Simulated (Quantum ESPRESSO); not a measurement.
## E(M) of MnRh

Aim: the energy of MnRh as a function of the total spin moment of its primitive cell.

Method: PBEsol; plane waves with GBRV 1.5 PBEsol potentials, no spin-orbit coupling, in Quantum ESPRESSO 7.5.

## (1) The starting structure

Symmetry: Pm-3m, No. 221, cubic system. Conventional cell: a = 3.044 Å, b = 3.044 Å, c = 3.044 Å, α = 90.00°, β = 90.00°, γ = 90.00°. Mn has 8 Rh at 2.64 Å nearest. Nearest to Rh lie 8 Mn at 2.64 Å. Farther neighbours are not listed.

The cell comes from the Crystallography Open Database.

## (2) The free run

The input, pw.in:

```
&CONTROL
  calculation = 'scf'
  prefix = 'pwscf'
  outdir = './tmp'
  pseudo_dir = './pseudo'
  disk_io = 'nowf'
/
&SYSTEM
  ibrav = 0
  nat = 2
  ntyp = 2
  ecutwfc = 40
  ecutrho = 280
  nbnd = 24
  occupations = 'smearing'
  smearing = 'fd'
  degauss = 0.00999582
  nspin = 2
  starting_magnetization(1) = 0.2333
  starting_magnetization(2) = 0
/
&ELECTRONS
  conv_thr = 4d-09
  electron_maxstep = 150
  mixing_beta = 0.3
/
ATOMIC_SPECIES
Mn     54.9380 mn_pbesol_v1.5.uspp.F.UPF
Rh    102.9055 rh_pbesol_v1.4.uspp.F.UPF
CELL_PARAMETERS angstrom
   3.0440000000    0.0000000000    0.0000000000
   0.0000000000    3.0440000000    0.0000000000
   0.0000000000    0.0000000000    3.0440000000
ATOMIC_POSITIONS crystal
Mn      0.0000000000    0.0000000000    0.0000000000
Rh      0.5000000000    0.5000000000    0.5000000000
K_POINTS automatic
10 10 10 0 0 0
```

Command:

```console
$ OMP_NUM_THREADS=1 mpirun -n 2 pw.x -nk 2 -in pw.in > pw.out
```

The program printed:

```text
Program PWSCF v.7.5 starts

     Message from routine setup:
     using ibrav=0 with symmetry is DISCOURAGED, use correct ibrav instead

     K-points division:     npool     =       2
     Subspace diagonalization in iterative solution of the eigenvalue problem:

     G-vector sticks info
     --------------------
     sticks:   dense  smooth     PW     G-vecs:    dense   smooth      PW
     Sum         749     421    137                15155     6619    1237

     Using Slab Decomposition

     bravais-lattice index     =            0
     lattice parameter (alat)  =       5.7523  a.u.
     unit-cell volume          =     190.3402 (a.u.)^3
     number of atoms/cell      =            2
     number of atomic types    =            2
     number of electrons       =        30.00
     number of Kohn-Sham states=           24
     kinetic-energy cutoff     =      40.0000  Ry
     charge density cutoff     =     280.0000  Ry
     scf convergence threshold =      4.0E-09
     mixing beta               =       0.3000
     number of iterations used =            8  plain     mixing
     Exchange-correlation= SLA  PW   PSX  PSC
                           (   1   4  10   8   0   0   0)

     celldm(1)=   5.752326  celldm(2)=   0.000000  celldm(3)=   0.000000
     celldm(4)=   0.000000  celldm(5)=   0.000000  celldm(6)=   0.000000

     crystal axes: (cart. coord. in units of alat)
               a(1) = (   1.000000   0.000000   0.000000 )
               a(2) = (   0.000000   1.000000   0.000000 )
               a(3) = (   0.000000   0.000000   1.000000 )

     reciprocal axes: (cart. coord. in units 2 pi/alat)
               b(1) = (  1.000000  0.000000  0.000000 )
               b(2) = (  0.000000  1.000000  0.000000 )
               b(3) = (  0.000000  0.000000  1.000000 )

     PseudoPot. # 1 for Mn read from file:
     mn_pbesol_v1.5.uspp.F.UPF
     Pseudo is Ultrasoft + core correction, Zval = 15.0
     Generated by new atomic code, or converted to UPF format
     Using radial grid of  859 points,  6 beta functions with:
                l(1) =   0
                l(2) =   0
                l(3) =   1
                l(4) =   1
                l(5) =   2
                l(6) =   2
     Q(r) pseudized with  8 coefficients,  rinner =    0.950   0.950   0.950
                                                       0.950   0.950

     PseudoPot. # 2 for Rh read from file:
     rh_pbesol_v1.4.uspp.F.UPF
     Pseudo is Ultrasoft + core correction, Zval = 15.0
     Generated by new atomic code, or converted to UPF format
     Using radial grid of  969 points,  7 beta functions with:
                l(1) =   0
                l(2) =   0
                l(3) =   1
                l(4) =   1
                l(5) =   2
                l(6) =   2
                l(7) =   2
     Q(r) pseudized with  8 coefficients,  rinner =    1.200   1.200   1.200
                                                       1.200   1.200

     atomic species   valence    mass     pseudopotential
     Mn               15.00    54.93800     Mn( 1.00)
     Rh               15.00   102.90550     Rh( 1.00)

     Starting magnetic structure
     atomic species   magnetization
     Mn              0.233
     Rh              0.000

     48 Sym. Ops., with inversion, found

   Cartesian axes

     site n.     atom                  positions (alat units)
         1        Mn     tau(   1) = (   0.0000000   0.0000000   0.0000000  )
         2        Rh     tau(   2) = (   0.5000000   0.5000000   0.5000000  )

     number of k points=    56  Fermi-Dirac smearing, width (Ry)=  0.0100
                       cart. coord. in units 2pi/alat
        k(    1) = (   0.0000000   0.0000000   0.0000000), wk =   0.0010000
        k(    2) = (   0.0000000   0.0000000   0.1000000), wk =   0.0060000
        k(    3) = (   0.0000000   0.0000000   0.2000000), wk =   0.0060000
        k(    4) = (   0.0000000   0.0000000   0.3000000), wk =   0.0060000
        k(    5) = (   0.0000000   0.0000000   0.4000000), wk =   0.0060000
        [... 51 further k-points ...]

     Dense  grid:    15155 G-vectors     FFT dimensions: (  32,  32,  32)

     Smooth grid:     6619 G-vectors     FFT dimensions: (  24,  24,  24)

     Check: negative core charge=   -0.000034
     Generating pointlists ...
     new r_m :   0.3572 (alat units)  2.0549 (a.u.) for type    1
     new r_m :   0.3572 (alat units)  2.0549 (a.u.) for type    2

     Initial potential from superposition of free atoms

     starting charge      28.9998, renormalised to      30.0000

     negative rho (up, down):  2.885E-02 2.895E-02
     Starting wfcs are   25 randomized atomic wfcs

     Self-consistent Calculation

     iteration #  1     ecut=    40.00 Ry     beta= 0.30
     Davidson diagonalization with overlap
     ethr =  1.00E-02,  avg # of iterations =  3.9

     negative rho (up, down):  2.895E-02 2.947E-02

     total energy              =    -381.81874790 Ry
     estimated scf accuracy    <       2.10654153 Ry

     total magnetization       =     3.17 Bohr mag/cell
     absolute magnetization    =     3.17 Bohr mag/cell

     iteration #  2     ecut=    40.00 Ry     beta= 0.30
     Davidson diagonalization with overlap
     ethr =  7.02E-03,  avg # of iterations =  2.1

     negative rho (up, down):  2.946E-02 3.010E-02

     total energy              =    -381.58910719 Ry
     estimated scf accuracy    <       5.38583782 Ry

     total magnetization       =     2.26 Bohr mag/cell
     absolute magnetization    =     2.27 Bohr mag/cell

     iteration #  3     ecut=    40.00 Ry     beta= 0.30
     Davidson diagonalization with overlap
     ethr =  7.02E-03,  avg # of iterations =  1.0

     negative rho (up, down):  2.934E-02 3.018E-02

     total energy              =    -382.20219893 Ry
     estimated scf accuracy    <       0.79046295 Ry

     total magnetization       =     3.57 Bohr mag/cell
     absolute magnetization    =     3.58 Bohr mag/cell

     [... further iterations left out ...]

     iteration # 10     ecut=    40.00 Ry     beta= 0.30
     Davidson diagonalization with overlap
     ethr =  5.63E-09,  avg # of iterations =  2.0

     negative rho (up, down):  2.826E-02 3.089E-02

     total energy              =    -382.25319154 Ry
     estimated scf accuracy    <       0.00000091 Ry

     total magnetization       =     4.10 Bohr mag/cell
     absolute magnetization    =     4.16 Bohr mag/cell

     iteration # 11     ecut=    40.00 Ry     beta= 0.30
     Davidson diagonalization with overlap
     ethr =  3.04E-09,  avg # of iterations =  1.2

     negative rho (up, down):  2.826E-02 3.089E-02

     total energy              =    -382.25319159 Ry
     estimated scf accuracy    <       0.00000007 Ry

     total magnetization       =     4.10 Bohr mag/cell
     absolute magnetization    =     4.15 Bohr mag/cell

     iteration # 12     ecut=    40.00 Ry     beta= 0.30
     Davidson diagonalization with overlap
     ethr =  2.29E-10,  avg # of iterations =  1.9

     negative rho (up, down):  2.826E-02 3.089E-02

     total energy              =    -382.25319161 Ry
     estimated scf accuracy    <          8.3E-09 Ry

     total magnetization       =     4.10 Bohr mag/cell
     absolute magnetization    =     4.16 Bohr mag/cell

     iteration # 13     ecut=    40.00 Ry     beta= 0.30
     Davidson diagonalization with overlap
     ethr =  2.78E-11,  avg # of iterations =  2.0

     negative rho (up, down):  2.826E-02 3.089E-02

     Magnetic moment per site  (integrated on atomic sphere of radius R)
     atom   1 (R=0.357)  charge= 13.4767  magn=  3.4897
     atom   2 (R=0.357)  charge= 13.0381  magn=  0.5056

     End of self-consistent calculation

     Number of k-points >= 100: set verbosity='high' to print the bands.

     the Fermi energy is    17.6684 ev

!    total energy              =    -382.25319162 Ry
     estimated scf accuracy    <          1.2E-09 Ry
     smearing contrib. (-TS)   =      -0.00706381 Ry
     internal energy E=F+TS    =    -382.24612780 Ry

     The total energy is F=E-TS. E is the sum of the following terms:
     one-electron contribution =    -122.80352950 Ry
     hartree contribution      =      81.39448059 Ry
     xc contribution           =     -56.14268567 Ry
     ewald contribution        =    -284.69439323 Ry

     total magnetization       =     4.10 Bohr mag/cell
     absolute magnetization    =     4.15 Bohr mag/cell

     convergence has been achieved in  13 iterations

=------------------------------------------------------------------------------=
   JOB DONE.
=------------------------------------------------------------------------------=
```

Elapsed: 16 s, on 2 MPI ranks of Arm Neoverse V2, shared host; peak memory 0.22 GiB.

Spin moment in the atom's sphere by atom:

```
atom  spin moment in the atom's sphere (μB)
 Mn1                                   3.49
 Rh2                                   0.51
```

Read from the output:

```yaml
smearing_term_ts: 0.09611 eV
magnetization: 4.105 μB
absolute_magnetization: 4.155 μB
final_state: ferromagnetic
```

## (3) Moment fixed at 0 μB

The two spin channels are filled to separate Fermi energies, so that the total moment meets the target. Half of the up one less the down one is the slope dE/dM.

Edit pw.in of step 2 so:

```diff
@@ -13,3 +13,3 @@
   ecutrho = 280
-  nbnd = 24
+  nbnd = 25
   occupations = 'smearing'
@@ -18,4 +18,5 @@
   nspin = 2
-  starting_magnetization(1) = 0.2333
+  starting_magnetization(1) = 0.0117
   starting_magnetization(2) = 0
+  tot_magnetization = 0
 /
```

The program printed:

```text
     [... lines left out ...]
Program PWSCF v.7.5 starts
     [... lines left out ...]
     number of atoms/cell      =            2
     [... lines left out ...]
     number of electrons       =        30.00 (up:  15.00, down:  15.00)
     number of Kohn-Sham states=           25
     kinetic-energy cutoff     =      40.0000  Ry
     charge density cutoff     =     280.0000  Ry
     scf convergence threshold =      4.0E-09
     [... lines left out ...]
     48 Sym. Ops., with inversion, found
     [... lines left out ...]
     number of k points=    56  Fermi-Dirac smearing, width (Ry)=  0.0100
     [... lines left out ...]
     iteration # 15     ecut=    40.00 Ry     beta= 0.30
     [... lines left out ...]
     Magnetic moment per site  (integrated on atomic sphere of radius R)
     atom   1 (R=0.357)  charge= 13.5102  magn=  0.0001
     atom   2 (R=0.357)  charge= 12.9773  magn=  0.0000
     [... lines left out ...]
     the spin up/dw Fermi energies are    17.5699   17.5702 ev
!    total energy              =    -382.16997155 Ry
     estimated scf accuracy    <          3.2E-09 Ry
     smearing contrib. (-TS)   =      -0.02829862 Ry
     [... lines left out ...]
     total magnetization       =     0.00 Bohr mag/cell
     absolute magnetization    =     0.00 Bohr mag/cell
     convergence has been achieved in  15 iterations
```

It took 19 s on 2 MPI ranks; peak memory 0.22 GiB.

Numbers from this step:

```yaml
magnetization: 0 μB
absolute_magnetization: 0 μB
half_the_difference_of_the_two_fermi_energies: -0.1 meV
largest_moment: 0 μB
```

## (4) Moment fixed at 0.554 μB

Edit pw.in of step 3 so:

```diff
@@ -18,5 +18,5 @@
   nspin = 2
-  starting_magnetization(1) = 0.0117
+  starting_magnetization(1) = 0.0369
   starting_magnetization(2) = 0
-  tot_magnetization = 0
+  tot_magnetization = 0.554
 /
```

The program printed:

```text
     [... lines left out ...]
Program PWSCF v.7.5 starts
     [... lines left out ...]
     number of atoms/cell      =            2
     [... lines left out ...]
     number of electrons       =        30.00 (up:  15.28, down:  14.72)
     number of Kohn-Sham states=           25
     kinetic-energy cutoff     =      40.0000  Ry
     charge density cutoff     =     280.0000  Ry
     scf convergence threshold =      4.0E-09
     [... lines left out ...]
     48 Sym. Ops., with inversion, found
     [... lines left out ...]
     number of k points=    56  Fermi-Dirac smearing, width (Ry)=  0.0100
     [... lines left out ...]
     iteration # 17     ecut=    40.00 Ry     beta= 0.30
     [... lines left out ...]
     Magnetic moment per site  (integrated on atomic sphere of radius R)
     atom   1 (R=0.357)  charge= 13.5107  magn=  0.7243
     atom   2 (R=0.357)  charge= 12.9785  magn= -0.1615
     [... lines left out ...]
     the spin up/dw Fermi energies are    17.4466   17.7330 ev
!    total energy              =    -382.17292751 Ry
     estimated scf accuracy    <          3.4E-10 Ry
     smearing contrib. (-TS)   =      -0.02757781 Ry
     [... lines left out ...]
     total magnetization       =     0.55 Bohr mag/cell
     absolute magnetization    =     0.93 Bohr mag/cell
     convergence has been achieved in  17 iterations
```

Run time: 22 s. Hardware: 2 MPI ranks; peak memory 0.22 GiB.

Spin moment in the atom's sphere by atom:

```
atom  spin moment in the atom's sphere (μB)
 Mn1                                  0.724
 Rh2                                 -0.162
```

This step gave:

```
magnetization                                 : 0.554 μB
absolute magnetization                        : 0.931 μB
half the difference of the two Fermi energies : -143.2 meV
```

## (5) Moment fixed at 1.108 μB

Edit pw.in of step 4 so:

```diff
@@ -18,5 +18,5 @@
   nspin = 2
-  starting_magnetization(1) = 0.0369
+  starting_magnetization(1) = 0.0739
   starting_magnetization(2) = 0
-  tot_magnetization = 0.554
+  tot_magnetization = 1.108
 /
```

The program printed:

```text
     [... lines left out ...]
Program PWSCF v.7.5 starts
     [... lines left out ...]
     number of atoms/cell      =            2
     [... lines left out ...]
     number of electrons       =        30.00 (up:  15.55, down:  14.45)
     number of Kohn-Sham states=           25
     kinetic-energy cutoff     =      40.0000  Ry
     charge density cutoff     =     280.0000  Ry
     scf convergence threshold =      4.0E-09
     [... lines left out ...]
     48 Sym. Ops., with inversion, found
     [... lines left out ...]
     number of k points=    56  Fermi-Dirac smearing, width (Ry)=  0.0100
     [... lines left out ...]
     iteration # 18     ecut=    40.00 Ry     beta= 0.30
     [... lines left out ...]
     Magnetic moment per site  (integrated on atomic sphere of radius R)
     atom   1 (R=0.357)  charge= 13.5106  magn=  1.3886
     atom   2 (R=0.357)  charge= 12.9822  magn= -0.2708
     [... lines left out ...]
     the spin up/dw Fermi energies are    17.3700   17.9000 ev
!    total energy              =    -382.18134199 Ry
     estimated scf accuracy    <          1.1E-10 Ry
     smearing contrib. (-TS)   =      -0.02558647 Ry
     [... lines left out ...]
     total magnetization       =     1.11 Bohr mag/cell
     absolute magnetization    =     1.74 Bohr mag/cell
     convergence has been achieved in  18 iterations
```

Elapsed: 23 s, on 2 MPI ranks; peak memory 0.22 GiB.

Numbers from this step:

```
magnetization                                 : 1.108 μB
absolute magnetization                        : 1.742 μB
half the difference of the two Fermi energies : -265 meV
largest moment                                : 1.389 μB
```

## (6) The curve

The runs not shown differ in the target, the start and the number of states alone. The point at 4.10 μB is the free run, entered with slope zero.

The energy over the lowest by total spin moment:

```
total spin moment (μB a cell)  energy over the lowest (meV a cell)
                         0.00                                 1132
                         0.55                                 1092
                         1.11                                  978
                         1.66                                  805
                         2.22                                  598
                         2.77                                  383
                         3.33                                  182
                         3.88                                 26.1
                         4.10                                    0
                         4.43                                 61.4
                         4.99                                  320
                         5.54                                  750
```

dE/dM against total spin moment:

```
total spin moment (μB a cell)  dE/dM (meV/μB)
                         0.00          -0.112
                         0.55            -143
                         1.11            -265
                         1.66            -350
                         2.22            -388
                         2.77            -381
                         3.33            -337
                         3.88            -196
                         4.10               0
                         4.43             318
                         4.99             602
                         5.54            1003
```

Largest site moment against total spin moment:

```
total spin moment (μB a cell)  largest site moment (μB)
                         0.00                    8.2e-5
                         0.55                     0.724
                         1.11                      1.39
                         1.66                      1.97
                         2.22                      2.46
                         2.77                      2.85
                         3.33                      3.15
                         3.88                      3.40
                         4.10                      3.49
                         4.43                      3.62
                         4.99                      3.81
                         5.54                      3.97
```

## (7) Outcome

| Quantity | Value |
| --- | --- |
| moment of the free run | 4.10 μB a cell |
| energy at zero total moment | 1132 meV a cell over the lowest |
| ΔE/ΔM² from the lowest point to 4.43 and to 3.88 μB | 570 and 511 meV/μB² |

What this shows: At zero total moment the site moments vanish, so the 1132 meV a cell is the energy of forming them. The points show one minimum alone. The cell holds one seeded atom, so opposed orders, which may lie lower, cannot form in it. Energies are free energies at an electronic temperature of 1580 K, which lowers moments and differences where the moments are itinerant.

[Logs and program files are shortened in this print: banners, set-up blocks, solver, clock and traceback lines can be left out without a mark of their own.]

[Logs are printed without paths, hosts, clocks, repeated set-up lines and the standing remarks that a program may print on its own settings, such as how far it seeks lower states.]

[Hosts, paths, dates, database ids (printed as entryN), source tags and the programs' standing remarks are cut or masked in the printed files.]

[Where a cell is said to come from a database of computed structures, the database is the Materials Project.]
